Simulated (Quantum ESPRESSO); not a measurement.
# LaGaO3 (Pm-3m): zone-centre phonons, part 2 of 3

Which modes does LaGaO3 (Pm-3m) have at the zone centre?

Quantum ESPRESSO 7.5; DFT LDA, scalar-relativistic, plane waves, GBRV ultrasoft pseudopotentials.

So far. Step 2 (A first look): A gap of 3.3 eV opens on this mesh, so the crystal is taken as an insulator; the start stands at -11 GPa. Step 4 (Ground state): The cell stands at -0.023 GPa, close enough for phonons. The relaxed cell has a = 3.834 Å (conventional setting).

**5. Linear response at Γ**

At q = 0 one unit cell holds all displacements; symmetry groups them into irreducible representations that are solved one by one. The response to a field gives ε∞ and the Born charges, which polar modes need.

Contents of ph.in:

```
phonons
 &inputph
    prefix='x',
    outdir='./tmp',
    fildyn='g.dyn',
    tr2_ph=1.0d-18,
    epsil=.true.,
 /
0.000000000000 0.000000000000 0.000000000000
```

Launch:

```bash
> OMP_NUM_THREADS=1 mpirun -n 4 ph.x -nk 4 -in ph.in > ph.out
```

The log of the run:

```text
[banners, grids, parts of the stress and lines that vanish by symmetry left out]
[banner, memory and clock lines left out]
Program PHONON v.7.5

     ./tmp/x.save/

     IMPORTANT: XC functional enforced from input :
     Exchange-correlation= PZ
                           (   1   1   0   0   0   0   0)
     Any further DFT definition will be discarded
     Please, verify this is what you really want

     G-vector sticks info

     Check: negative core charge=   -0.000001

     negative rho (up, down):  6.627E-02 0.000E+00
     Reading collected, re-writing distributed wavefunctions in ./tmp/

     Number and degeneracy of irreps per q-point
       N         xq(1)         xq(2)         xq(3)   N irreps
       1   0.000000000   0.000000000   0.000000000       5
        3   3   3   3   3

     Calculation of q =    0.0000000   0.0000000   0.0000000

     phonons

     bravais-lattice index     =            1
     lattice parameter (alat)  =       7.2452  a.u.
     unit-cell volume          =     380.3258 (a.u.)^3
     number of atoms/cell      =            5
     number of atomic types    =            3
     kinetic-energy cut-off    =      55.0000  Ry
     charge density cut-off    =     440.0000  Ry
     convergence threshold     =      1.0E-18
     beta                      =       0.7000
     number of iterations used =            4
     Exchange-correlation= PZ
                           (   1   1   0   0   0   0   0)

     celldm(1)=    7.24523  celldm(2)=    0.00000  celldm(3)=    0.00000
     celldm(4)=    0.00000  celldm(5)=    0.00000  celldm(6)=    0.00000

     crystal axes: (cart. coord. in units of alat)
               a(1) = (  1.0000  0.0000  0.0000 )
               a(2) = (  0.0000  1.0000  0.0000 )
               a(3) = (  0.0000  0.0000  1.0000 )

     reciprocal axes: (cart. coord. in units 2 pi/alat)
               b(1) = (  1.0000  0.0000  0.0000 )
               b(2) = (  0.0000  1.0000  0.0000 )
               b(3) = (  0.0000  0.0000  1.0000 )

     Atoms inside the unit cell:

     Cartesian axes

     site n.  atom      mass           positions (alat units)
        1  La    138.9055   tau(    1) = (    0.50000    0.50000    0.50000  )
        2  Ga     69.7230   tau(    2) = (    0.00000    0.00000    0.00000  )
        3  O      15.9990   tau(    3) = (    0.00000    0.50000    0.00000  )
        4  O      15.9990   tau(    4) = (    0.00000    0.00000    0.50000  )
        5  O      15.9990   tau(    5) = (    0.50000    0.00000    0.00000  )

     Computing dynamical matrix for
                    q = (   0.0000000   0.0000000   0.0000000 )

     49 Sym.Ops. (with q -> -q+G )

     G cutoff =  585.0551  (  59373 G-vectors)     FFT grid: ( 50, 50, 50)
     G cutoff =  292.5275  (  20863 G-vectors)  smooth grid: ( 36, 36, 36)
     number of k points=    35
                       cart. coord. in units 2pi/alat
        k(    1) = (   0.0000000   0.0000000   0.0000000), wk =   0.0039062
        k(    2) = (   0.0000000   0.0000000   0.1250000), wk =   0.0234375
        k(    3) = (   0.0000000   0.0000000   0.2500000), wk =   0.0234375
        [... further k-points left out ...]

     PseudoPot. # 1 for La read from file:
     ./pseudo/La.upf
     Pseudo is Ultrasoft + core correction, Zval = 11.0

     PseudoPot. # 2 for Ga read from file:
     ./pseudo/Ga.upf
     Pseudo is Ultrasoft + core correction, Zval = 19.0

     PseudoPot. # 3 for O  read from file:
     ./pseudo/O.upf
     Pseudo is Ultrasoft + core correction, Zval =  6.0

     Mode symmetry, O_h (m-3m)  point group:

     Electric field:
     Dielectric constant
     Born effective charges as d Force / d E

     Atomic displacements:
     There are    5 irreducible representations

     Representation     1      3 modes -  To be done

     Representation     2      3 modes -  To be done

     Representation     3      3 modes -  To be done

     Representation     4      3 modes -  To be done

     Representation     5      3 modes -  To be done

     Alpha used in Ewald sum =   2.8000

     negative rho (up, down):  6.627E-02 0.000E+00

     Electric Fields Calculation

      iter #   1   av.it.:  10.7
      thresh= 1.000E-02 alpha_mix =  0.700 |ddv_scf|^2 =  1.022E-08

      [... iterations left out ...]
      iter #   8   av.it.:  22.0
      thresh= 2.775E-10 alpha_mix =  0.700 |ddv_scf|^2 =  4.169E-19

     End of electric fields calculation

          Dielectric constant in cartesian axis

          (       5.155256320       0.000000000       0.000000000 )
          (       0.000000000       5.155256320       0.000000000 )
          (       0.000000000       0.000000000       5.155256320 )

          Effective charges (d Force / dE) in cartesian axis without acoustic sum rule applied (asr)

           atom    1  La    Mean Z*:        4.45181
      Ex  (        4.45181        0.00000        0.00000 )
      Ey  (        0.00000        4.45181        0.00000 )
      Ez  (        0.00000        0.00000        4.45181 )
           atom    2  Ga    Mean Z*:        3.21476
      Ex  (        3.21476        0.00000        0.00000 )
      Ey  (        0.00000        3.21476        0.00000 )
      Ez  (        0.00000        0.00000        3.21476 )
           atom    3  O     Mean Z*:       -2.55430
      Ex  (       -2.45215        0.00000        0.00000 )
      Ey  (        0.00000       -2.75861        0.00000 )
      Ez  (        0.00000        0.00000       -2.45215 )
           atom    4  O     Mean Z*:       -2.55430
      Ex  (       -2.45215        0.00000        0.00000 )
      Ey  (        0.00000       -2.45215        0.00000 )
      Ez  (        0.00000        0.00000       -2.75861 )
           atom    5  O     Mean Z*:       -2.55430
      Ex  (       -2.75861        0.00000        0.00000 )
      Ey  (        0.00000       -2.45215        0.00000 )
      Ez  (        0.00000        0.00000       -2.45215 )

          Effective charges Sum: Mean:        0.00367
              0.00367        0.00000        0.00000
              0.00000        0.00367        0.00000
              0.00000        0.00000        0.00367

          Effective charges (d Force / dE) in cartesian axis with asr applied:
           atom    1  La    Mean Z*:        4.45107
      E*x (        4.45107        0.00000        0.00000 )
      E*y (        0.00000        4.45107        0.00000 )
      E*z (        0.00000        0.00000        4.45107 )
           atom    2  Ga    Mean Z*:        3.21403
      E*x (        3.21403        0.00000        0.00000 )
      E*y (        0.00000        3.21403        0.00000 )
      E*z (        0.00000        0.00000        3.21403 )
           atom    3  O     Mean Z*:       -2.55503
      E*x (       -2.45288        0.00000        0.00000 )
      E*y (        0.00000       -2.75935        0.00000 )
      E*z (        0.00000        0.00000       -2.45288 )
           atom    4  O     Mean Z*:       -2.55503
      E*x (       -2.45288        0.00000        0.00000 )
      E*y (        0.00000       -2.45288        0.00000 )
      E*z (        0.00000        0.00000       -2.75935 )
           atom    5  O     Mean Z*:       -2.55503
      E*x (       -2.75935        0.00000        0.00000 )
      E*y (        0.00000       -2.45288        0.00000 )
      E*z (        0.00000        0.00000       -2.45288 )

     Representation #   1 modes #   1   2   3

     Self-consistent Calculation

      iter #   1   av.it.:  10.4
      thresh= 1.000E-02 alpha_mix =  0.700 |ddv_scf|^2 =  1.638E-07

      [... iterations left out ...]
      iter #   8   av.it.:  22.4
      thresh= 3.639E-10 alpha_mix =  0.700 |ddv_scf|^2 =  1.712E-19

     End of self-consistent calculation

     Convergence has been achieved

     Representation #   2 modes #   4   5   6

     Self-consistent Calculation

      iter #   1   av.it.:  12.5
      thresh= 1.000E-02 alpha_mix =  0.700 |ddv_scf|^2 =  4.972E-06

      [... iterations left out ...]
      iter #   9   av.it.:  22.2
      thresh= 2.485E-10 alpha_mix =  0.700 |ddv_scf|^2 =  1.151E-19

     End of self-consistent calculation

     Convergence has been achieved

     Representation #   3 modes #   7   8   9

     Self-consistent Calculation

      iter #   1   av.it.:   9.6
      thresh= 1.000E-02 alpha_mix =  0.700 |ddv_scf|^2 =  2.867E-07

      [... iterations left out ...]
      iter #   8   av.it.:  22.1
      thresh= 3.349E-10 alpha_mix =  0.700 |ddv_scf|^2 =  4.098E-20

     End of self-consistent calculation

     Convergence has been achieved

     Representation #   4 modes #  10  11  12

     Self-consistent Calculation

      iter #   1   av.it.:  11.2
      thresh= 1.000E-02 alpha_mix =  0.700 |ddv_scf|^2 =  8.199E-07

      [... iterations left out ...]
      iter #   8   av.it.:  23.3
      thresh= 2.249E-10 alpha_mix =  0.700 |ddv_scf|^2 =  1.355E-19

     End of self-consistent calculation

     Convergence has been achieved

     Representation #   5 modes #  13  14  15

     Self-consistent Calculation

      iter #   1   av.it.:   9.7
      thresh= 1.000E-02 alpha_mix =  0.700 |ddv_scf|^2 =  1.901E-07

      [... iterations left out ...]
      iter #   7   av.it.:  21.3
      thresh= 1.195E-10 alpha_mix =  0.700 |ddv_scf|^2 =  1.082E-20

     End of self-consistent calculation

     Convergence has been achieved

     Number of q in the star =    1
     List of q in the star:
          1   0.000000000   0.000000000   0.000000000

          Dielectric constant in cartesian axis

          (       5.155256320       0.000000000       0.000000000 )
          (       0.000000000       5.155256320       0.000000000 )
          (       0.000000000       0.000000000       5.155256320 )

          Effective charges (d Force / dE) in cartesian axis without acoustic sum rule applied (asr)

           atom    1  La    Mean Z*:        4.45181
      Ex  (        4.45181        0.00000        0.00000 )
      Ey  (        0.00000        4.45181        0.00000 )
      Ez  (        0.00000        0.00000        4.45181 )
           atom    2  Ga    Mean Z*:        3.21476
      Ex  (        3.21476        0.00000        0.00000 )
      Ey  (        0.00000        3.21476        0.00000 )
      Ez  (        0.00000        0.00000        3.21476 )
           atom    3  O     Mean Z*:       -2.55430
      Ex  (       -2.45215        0.00000        0.00000 )
      Ey  (        0.00000       -2.75861        0.00000 )
      Ez  (        0.00000        0.00000       -2.45215 )
           atom    4  O     Mean Z*:       -2.55430
      Ex  (       -2.45215        0.00000        0.00000 )
      Ey  (        0.00000       -2.45215        0.00000 )
      Ez  (        0.00000        0.00000       -2.75861 )
           atom    5  O     Mean Z*:       -2.55430
      Ex  (       -2.75861        0.00000        0.00000 )
      Ey  (        0.00000       -2.45215        0.00000 )
      Ez  (        0.00000        0.00000       -2.45215 )

          Effective charges Sum: Mean:        0.00367
              0.00367        0.00000        0.00000
              0.00000        0.00367        0.00000
              0.00000        0.00000        0.00367

          Effective charges (d Force / dE) in cartesian axis with asr applied:
           atom    1  La    Mean Z*:        4.45107
      E*x (        4.45107        0.00000        0.00000 )
      E*y (        0.00000        4.45107        0.00000 )
      E*z (        0.00000        0.00000        4.45107 )
           atom    2  Ga    Mean Z*:        3.21403
      E*x (        3.21403        0.00000        0.00000 )
      E*y (        0.00000        3.21403        0.00000 )
      E*z (        0.00000        0.00000        3.21403 )
           atom    3  O     Mean Z*:       -2.55503
      E*x (       -2.45288        0.00000        0.00000 )
      E*y (        0.00000       -2.75935        0.00000 )
      E*z (        0.00000        0.00000       -2.45288 )
           atom    4  O     Mean Z*:       -2.55503
      E*x (       -2.45288        0.00000        0.00000 )
      E*y (        0.00000       -2.45288        0.00000 )
      E*z (        0.00000        0.00000       -2.75935 )
           atom    5  O     Mean Z*:       -2.55503
      E*x (       -2.75935        0.00000        0.00000 )
      E*y (        0.00000       -2.45288        0.00000 )
      E*z (        0.00000        0.00000       -2.45288 )

     Diagonalizing the dynamical matrix

     q = (    0.000000000   0.000000000   0.000000000 )

 **************************************************************************
     freq (    1) =      -0.236955 [THz] =      -7.903979 [cm-1]
     freq (    2) =      -0.236955 [THz] =      -7.903979 [cm-1]
     freq (    3) =      -0.236955 [THz] =      -7.903979 [cm-1]
     freq (    4) =       2.641700 [THz] =      88.117628 [cm-1]
     freq (    5) =       2.641700 [THz] =      88.117628 [cm-1]
     freq (    6) =       2.641700 [THz] =      88.117628 [cm-1]
     freq (    7) =       5.553810 [THz] =     185.255151 [cm-1]
     freq (    8) =       5.553810 [THz] =     185.255151 [cm-1]
     freq (    9) =       5.553810 [THz] =     185.255151 [cm-1]
     freq (   10) =       7.745682 [THz] =     258.368145 [cm-1]
     freq (   11) =       7.745682 [THz] =     258.368145 [cm-1]
     freq (   12) =       7.745682 [THz] =     258.368145 [cm-1]
     freq (   13) =      20.303708 [THz] =     677.258791 [cm-1]
     freq (   14) =      20.303708 [THz] =     677.258791 [cm-1]
     freq (   15) =      20.303708 [THz] =     677.258791 [cm-1]
 **************************************************************************

     Mode symmetry, O_h (m-3m)  point group:

     freq (   1-   3) =         -7.9  [cm-1]   --> T_1u G_15  G_4- I
     freq (   4-   6) =         88.1  [cm-1]   --> T_1u G_15  G_4- I
     freq (   7-   9) =        185.3  [cm-1]   --> T_2u G_25  G_5-
     freq (  10-  12) =        258.4  [cm-1]   --> T_1u G_15  G_4- I
     freq (  13-  15) =        677.3  [cm-1]   --> T_1u G_15  G_4- I
```

Elapsed: 21 min, on 4 MPI ranks of Arm Neoverse V1, shared host; 86 min of CPU time.

Numbers from this step:

```
miss of the charge sum rule                                       : 0.003660 e
largest acoustic frequency at the zone centre before the sum rule : -7.9 cm⁻¹
highest optical zone-centre mode (no LO-TO term)                  : 677.3 cm⁻¹
lowest optical zone-centre mode                                   : 88.12 cm⁻¹
mean high-frequency dielectric constant                           : 5.155
largest Born charge in size (third of the trace)                  : 4.452 e
```

Born charge (rows field, columns displacement), before the sum rule (e), principal values of the symmetric part by kind of site:

| atom | atoms with these values | low | middle | high | mean |
| --- | --- | --- | --- | --- | --- |
| La1 | 1 | 4.45 | 4.45 | 4.45 | 4.45 |
| Ga2 | 1 | 3.21 | 3.21 | 3.21 | 3.21 |
| O3 | 3 | -2.76 | -2.45 | -2.45 | -2.55 |

In full for O3:

```
-2.45  0.00  0.00
 0.00 -2.76  0.00
 0.00  0.00 -2.45
```

High-frequency dielectric tensor:

```
5.16 0.00 0.00
0.00 5.16 0.00
0.00 0.00 5.16
```

The acoustic modes at Γ come out as far as 7.9 cm⁻¹ from zero, where they should vanish, a small numerical error; the Born charges miss their sum rule by 0.0037 e, which is good.

**6. Modes with the sum rule**

A rigid shift of the crystal must cost nothing, but grids and finite bases break this; the acoustic sum rule is imposed before the matrix is diagonalised again. With Born charges the intensities follow, and the static dielectric tensor.

Contents of dynmat.in:

```
 &input
    fildyn='g.dyn',
    asr='simple',
    fileig='dynmat.eig',
    lperm=.true.,
 /
```

Launch:

```bash
> dynmat.x -in dynmat.in > dynmat.out
```

The log of the run:

```text
[banner, memory and clock lines left out]
Program DYNMAT v.7.5

     Reading Dynamical Matrix from file g.dyn
     ...Force constants read
     ...epsilon and Z* read
     A direction for q was not specified:TO-LO splitting will be absent

     Polarizability (A^3 units)
     multiply by 0.419272 for Clausius-Mossotti correction
        18.635759    0.000000    0.000000
         0.000000   18.635759    0.000000
         0.000000    0.000000   18.635759

     IR activities are in (D/A)^2/amu units

# mode   [cm-1]    [THz]      IR
    1     -0.00   -0.0000    0.0000
    2     -0.00   -0.0000    0.0000
    3     -0.00   -0.0000    0.0000
    4     88.60    2.6561   15.0283
    5     88.60    2.6561   15.0283
    6     88.60    2.6561   15.0283
    7    185.63    5.5650    0.0000
    8    185.63    5.5650    0.0000
    9    185.63    5.5650    0.0000
   10    258.55    7.7512   13.5153
   11    258.55    7.7512   13.5153
   12    258.55    7.7512   13.5153
   13    677.37   20.3069    6.4972
   14    677.37   20.3069    6.4972
   15    677.37   20.3069    6.4972

Electronic dielectric permittivity tensor (relative, adimensional)
         5.155256    0.000000    0.000000
         0.000000    5.155256    0.000000
         0.000000    0.000000    5.155256

 ... with zone-center polar mode contributions
        85.795256   -0.000000    0.000000
        -0.000000   85.795256    0.000000
         0.000000    0.000000   85.795256

[end of the log left out, with the tail of the file of modes that dynmat.x writes under the same name]
```

The job ended after 0.45 s (1 thread).

Read from the output:

```
highest optical zone-centre mode (no LO-TO term) : 677.4 cm⁻¹
lowest optical zone-centre mode                  : 88.6 cm⁻¹
mean static dielectric constant                  : 85.80
```

Unit eigenvectors of the mass-weighted matrix after the sum rule; no LO-TO term. Modes at Γ, with each element's share of the kinetic energy:

| mode | frequency (cm⁻¹) | symmetry | La % | Ga % | O % |
| --- | --- | --- | --- | --- | --- |
| 1 | 0.0 | acoustic | 54 | 27 | 19 |
| 2 | 0.0 | acoustic | 54 | 27 | 19 |
| 3 | 0.0 | acoustic | 54 | 27 | 19 |
| 4 | 88.6 | T1u | 42 | 14 | 44 |
| 5 | 88.6 | T1u | 42 | 14 | 44 |
| 6 | 88.6 | T1u | 42 | 14 | 44 |
| 7 | 185.6 | T2u | 0 | 0 | 100 |
| 8 | 185.6 | T2u | 0 | 0 | 100 |
| 9 | 185.6 | T2u | 0 | 0 | 100 |
| 10 | 258.6 | T1u | 4 | 52 | 44 |
| 11 | 258.6 | T1u | 4 | 52 | 44 |
| 12 | 258.6 | T1u | 4 | 52 | 44 |
| 13 | 677.4 | T1u | 0 | 7 | 93 |
| 14 | 677.4 | T1u | 0 | 7 | 93 |
| 15 | 677.4 | T1u | 0 | 7 | 93 |

Displacements in mode 5 (88.6 cm⁻¹), the largest set to 1:
```
La1  0.02  0.09  0.51
Ga2 -0.02 -0.08 -0.42
O3  -0.04 -0.11 -1.00
O4  -0.04 -0.18 -0.61
O5  -0.03 -0.18 -1.00
```

Displacements in mode 12 (258.6 cm⁻¹), the largest set to 1:
```
La1 -0.14  0.01  0.00
Ga2  0.73 -0.03  0.00
O3  -1.00  0.00  0.00
O4  -1.00  0.04  0.00
O5   0.04  0.04  0.00
```

Degenerate modes summed, no LO-TO term. Infrared lines, with heights relative to the strongest:

| position (cm⁻¹) | lines merged | label | IR intensity, relative |
| --- | --- | --- | --- |
| 89 | 3 | T1u | 100 |
| 186 | 3 | T2u | 0.0 |
| 259 | 3 | T1u | 90 |
| 677 | 3 | T1u | 43 |

Static dielectric tensor (ions relaxed, fixed cell):

```
85.80  0.00  0.00
 0.00 85.80  0.00
 0.00  0.00 85.80
```

The rule also moves an optical mode by 0.5 cm⁻¹.

(Continued in part 3 of 3.)

[Host names and launcher messages were left out of these logs when they were recorded.]

[Logs are printed without paths, hosts, clocks, repeated set-up lines and the standing remarks that a program may print on its own settings, such as how far it seeks lower states.]

[Hosts, paths, dates, database ids (printed as entryN), source tags and the programs' standing remarks are cut or masked in the printed files.]
